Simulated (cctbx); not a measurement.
# A crystallographic session in cctbx: SeBr6

Library: cctbx 2025.11. The data are simulated by the first script.

## 1. Simulate the data

run.py:

```python
from cctbx import adptbx, crystal, miller, sgtbx, xray
from cctbx.array_family import flex
from iotbx.shelx import hklf
from scitbx import matrix
import scitbx.random

cs = crystal.symmetry(unit_cell=(7.791, 7.791, 7.791, 90, 90, 90), space_group_symbol='Hall: -I 4 2 3')  # Im-3m
atoms = [  # label, site, U (iso, or U11 U22 U33 U12 U13 U23 in A^2), occupancy
    ("Br1", (0, 0.279, 0), (0.0178, 0.0145, 0.0178, 0.0000, 0.0000, 0.0000), 1),
    ("Se1", (0, 0, 0), (0.0109, 0.0109, 0.0109, 0.0000, 0.0000, 0.0000), 0.85),
]
xs = xray.structure(crystal_symmetry=cs)
for label, site, u, occ in atoms:
    u = adptbx.u_cif_as_u_star(cs.unit_cell(), u) if isinstance(u, tuple) else u
    xs.add_scatterer(xray.scatterer(label, site=site, u=u, occupancy=occ))
xs.set_inelastic_form_factors(0.71073, "sasaki")
xs.show_summary()
p1 = xs.expand_to_p1()
ms = miller.build_set(p1, anomalous_flag=True, d_min=0.8)
flex.set_random_seed(625392)
scitbx.random.set_random_seed(625392)
ms = ms.select(flex.random_double(ms.size()) < 0.95)
i = ms.structure_factors_from_scatterers(p1, algorithm="direct").f_calc().as_intensity_array().data()
i = i * 5000 / flex.max(i)
sig = flex.sqrt(i + flex.pow2(0.04 * i) + 4 ** 2)
noise = scitbx.random.variate(scitbx.random.normal_distribution())(i.size())
data = ms.array(data=i + sig * noise, sigmas=sig).set_observation_type_xray_intensity()
with open("data.hkl", "w") as f:
    data.export_as_shelx_hklf(f)
print("reflections written:", data.size(), " <I/sigma> = %.1f" % flex.mean(data.data() / data.sigmas()))
for h, a, b in list(data.sort("data"))[:12]:
    print("%4d%4d%4d %9.1f %7.1f" % (h + (a, b)))
```

```console
$ python run.py
```

```text
Number of scatterers: 2
At special positions: 2
Unit cell: (7.791, 7.791, 7.791, 90, 90, 90)
Space group: I m -3 m (No. 229)
reflections written: 3691  <I/sigma> = 5.3
   0  -4   0    5222.2   212.2
   0   0  -4    5191.3   212.2
   4   0   0    5013.4   212.2
   0   4   0    4842.5   212.2
  -4   0   0    4837.3   212.2
   0   0   4    4681.5   212.2
  -2  -2  -2    3463.6   142.3
  -2   2  -2    3350.0   142.3
  -2  -2   2    3295.4   142.3
   2  -2   2    3244.1   142.3
   2   2   2    3240.0   142.3
   2  -2  -2    3234.8   142.3
```

It took 0.27 s on 1 thread of Arm Neoverse V2, on a shared host, peak memory 0.07 GiB.

## 2. Refinement

run.py:

```python
import math
from cctbx import adptbx, crystal, maptbx, sgtbx, xray
from cctbx.array_family import flex
from cctbx.xray import observations
from iotbx.shelx import hklf
from scitbx.lstbx import normal_eqns_solving
from smtbx import absolute_structure, utils
from smtbx.refinement import constraints, least_squares

cs = crystal.symmetry(unit_cell=(7.791, 7.791, 7.791, 90, 90, 90), space_group_symbol='Hall: -I 4 2 3')  # Im-3m
atoms = [  # label, site, U (iso, or U11 U22 U33 U12 U13 U23 in A^2), occupancy
    ("Br1", (0, 0.279, 0), 0.0200, 1),
    ("Se1", (0, 0, 0), 0.0200, 1),
]
xs = xray.structure(crystal_symmetry=cs)
for label, site, u, occ in atoms:
    u = adptbx.u_cif_as_u_star(cs.unit_cell(), u) if isinstance(u, tuple) else u
    xs.add_scatterer(xray.scatterer(label, site=site, u=u, occupancy=occ))
xs.set_inelastic_form_factors(0.71073, "sasaki")
xs.convert_to_anisotropic()
raw = hklf.reader(file_name="data.hkl").as_miller_arrays(crystal_symmetry=cs, anomalous=True)[0]
merged = raw.eliminate_sys_absent().merge_equivalents()
fo2 = merged.array().set_observation_type_xray_intensity()
print("Rint %.3f, %d unique reflections to %.2f A" % (merged.r_int(), fo2.size(), fo2.d_min()))
for sc in xs.scatterers():
    sc.flags.set_grad_site(True)
    sc.flags.set_grad_u_aniso(sc.flags.use_u_aniso())
    sc.flags.set_grad_u_iso(sc.flags.use_u_iso())
obs = fo2.as_xray_observations()
extra = {}
rep = constraints.reparametrisation(xs, [], utils.connectivity_table(xs), **extra)
ls = least_squares.crystallographic_ls(obs, rep, weighting_scheme=least_squares.mainstream_shelx_weighting(a=0, b=0))
print("cycle     R1     wR2    GooF  max shift (A)")
for cycle in range(12):
    ls.build_up()
    r1, wr2, goof = ls.r1_factor(cutoff_factor=2)[0], ls.wR2(), ls.goof()
    old = xs.sites_cart()
    normal_eqns_solving.levenberg_marquardt_iterations(ls, n_max_iterations=3, tau=1e-06, step_threshold=1e-7)
    big = flex.max((xs.sites_cart() - old).norms())
    print("%4d %7.4f %7.4f %7.3f %9.5f" % (cycle + 1, r1, wr2, goof, big))
    ls.build_up(objective_only=True)
    if abs(ls.wR2() - wr2) < 5e-5 and big < 5e-4:
        break
ls.build_up()
print("final R1 %.4f wR2 %.4f GooF %.3f  parameters %d  data/parameter %.1f" % (ls.r1_factor(cutoff_factor=2)[0], ls.wR2(), ls.goof(), ls.n_parameters, fo2.size() / ls.n_parameters))
cov = ls.covariance_matrix_and_annotations()
su = dict(zip(cov.annotations, (math.sqrt(max(v, 0)) for v in cov.matrix.matrix_packed_u_diagonal())))
a2 = cs.unit_cell().reciprocal_parameters()[0] ** -2
print("atom        x        y        z      Ueq    occ   su(xyz)  su(Uiso or U11)")
for sc in xs.scatterers():
    s = max(su.get(sc.label + k, 0) for k in (".x", ".y", ".z"))
    npd = "" if sc.is_positive_definite_u(cs.unit_cell()) else "  NPD"
    print("%-5s %8.5f %8.5f %8.5f %8.4f %6.3f %8.5f %7.4f%s" % ((sc.label,) + sc.site + (sc.u_iso_or_equiv(cs.unit_cell()), sc.occupancy, s, su.get(sc.label + ".uiso", su.get(sc.label + ".u11", 0) * a2), npd)))
fo = fo2.f_sq_as_f()
fc = fo.structure_factors_from_scatterers(xs, algorithm="direct").f_calc()
diff = fo.f_obs_minus_f_calc(1 / math.sqrt(ls.scale_factor()), fc).average_bijvoet_mates()
m = diff.fft_map(symmetry_flags=maptbx.use_space_group_symmetry, resolution_factor=0.25).apply_volume_scaling()
print("difference map: max %.2f min %.2f rms %.2f" % (m.statistics().max(), m.statistics().min(), m.statistics().sigma()))
peaks = m.peak_search(parameters=maptbx.peak_search_parameters(min_distance_sym_equiv=0.6, max_clusters=6)).all()
near = xs.closest_distances(peaks.sites(), distance_cutoff=4)
sps = cs.special_position_settings(min_distance_sym_equiv=0.5)
for k, (x, h) in enumerate(zip(peaks.sites(), peaks.heights())):
    ss = sps.site_symmetry(x)
    print("Q%-3d %7.4f %7.4f %7.4f %4d %7.2f  %.2f A from %s" % ((k + 1,) + tuple(t % 1 for t in ss.exact_site()) + (ss.multiplicity(), h, near.smallest_distances[k], xs.scatterers()[near.i_seqs[k]].label)))
```

```console
$ python run.py
```

```text
Rint 0.047, 66 unique reflections to 0.80 A
cycle     R1     wR2    GooF  max shift (A)
   1  0.0467  0.1030   6.792   0.00045
   2  0.0234  0.0602   3.971   0.00000
final R1 0.0234 wR2 0.0602 GooF 3.971  parameters 4  data/parameter 16.5
atom        x        y        z      Ueq    occ   su(xyz)  su(Uiso or U11)
Br1    0.00000  0.27906  0.00000   0.0157  1.000  0.00015  0.0005
Se1    0.00000  0.00000  0.00000   0.0182  1.000  0.00000  0.0007
difference map: max 0.61 min -2.76 rms 0.22
Q1    0.0000  0.0000  0.2558   12    0.63  0.18 A from Br1
Q2    0.0000  0.1010  0.1010   24    0.44  1.11 A from Se1
Q3    0.0397  0.0397  0.1326   48    0.29  1.12 A from Se1
Q4    0.0000  0.1810  0.1810   24    0.26  1.60 A from Br1
Q5    0.0000  0.2500  0.5000   12    0.25  2.60 A from Br1
Q6    0.0000  0.2328  0.3828   48    0.19  1.99 A from Br1
```

Time: 0.42 s.

This run holds a fault made on purpose: disorder ignored: each site full, of its main element.

## 3. Refinement (occupancies of the disordered sites free, main element alone)

run.py, as its changes from the last script of this kind:

```diff
@@ -12,2 +12,2 @@
-    ("Br1", (0, 0.279, 0), 0.0200, 1),
-    ("Se1", (0, 0, 0), 0.0200, 1),
+    ("Br1", (0, 0.27906, 0), 0.0120, 1),
+    ("Se1", (0, 0, 0), 0.0120, 1),
@@ -28,0 +29 @@
+    sc.flags.set_grad_occupancy(sc.label in ('Se1',))
@@ -34 +35 @@
-for cycle in range(12):
+for cycle in range(20):
@@ -53,0 +55 @@
+print("su of occupancy Se1: %.3f" % su["Se1.occ"])
```

```console
$ python run.py
```

```text
Rint 0.047, 66 unique reflections to 0.80 A
cycle     R1     wR2    GooF  max shift (A)
   1  0.0429  0.0999   6.643   0.00034
   2  0.0094  0.0214   1.423   0.00006
   3  0.0070  0.0159   1.055   0.00001
   4  0.0068  0.0156   1.040   0.00000
final R1 0.0068 wR2 0.0156 GooF 1.039  parameters 5  data/parameter 13.2
atom        x        y        z      Ueq    occ   su(xyz)  su(Uiso or U11)
Br1    0.00000  0.27901  0.00000   0.0167  1.000  0.00004  0.0001
Se1    0.00000  0.00000  0.00000   0.0112  0.857  0.00000  0.0003
su of occupancy Se1: 0.005
difference map: max 0.18 min -0.27 rms 0.06
Q1    0.0765  0.0765  0.3861   48    0.19  1.19 A from Br1
Q2    0.0000  0.2500  0.5000   12    0.17  2.60 A from Br1
Q3    0.0000  0.1452  0.2402   48    0.16  1.17 A from Br1
Q4    0.0000  0.0998  0.0998   24    0.15  1.10 A from Se1
Q5    0.0000  0.2469  0.3652   48    0.15  2.04 A from Br1
Q6    0.1460  0.1460  0.2593   48    0.14  1.62 A from Br1
```

Run time: 0.55 s on 1 thread of Arm Neoverse V2 (shared host), peak memory 0.09 GiB.

[Logs are printed without paths, hosts, clocks, repeated set-up lines and the standing remarks that a program may print on its own settings, such as how far it seeks lower states.]
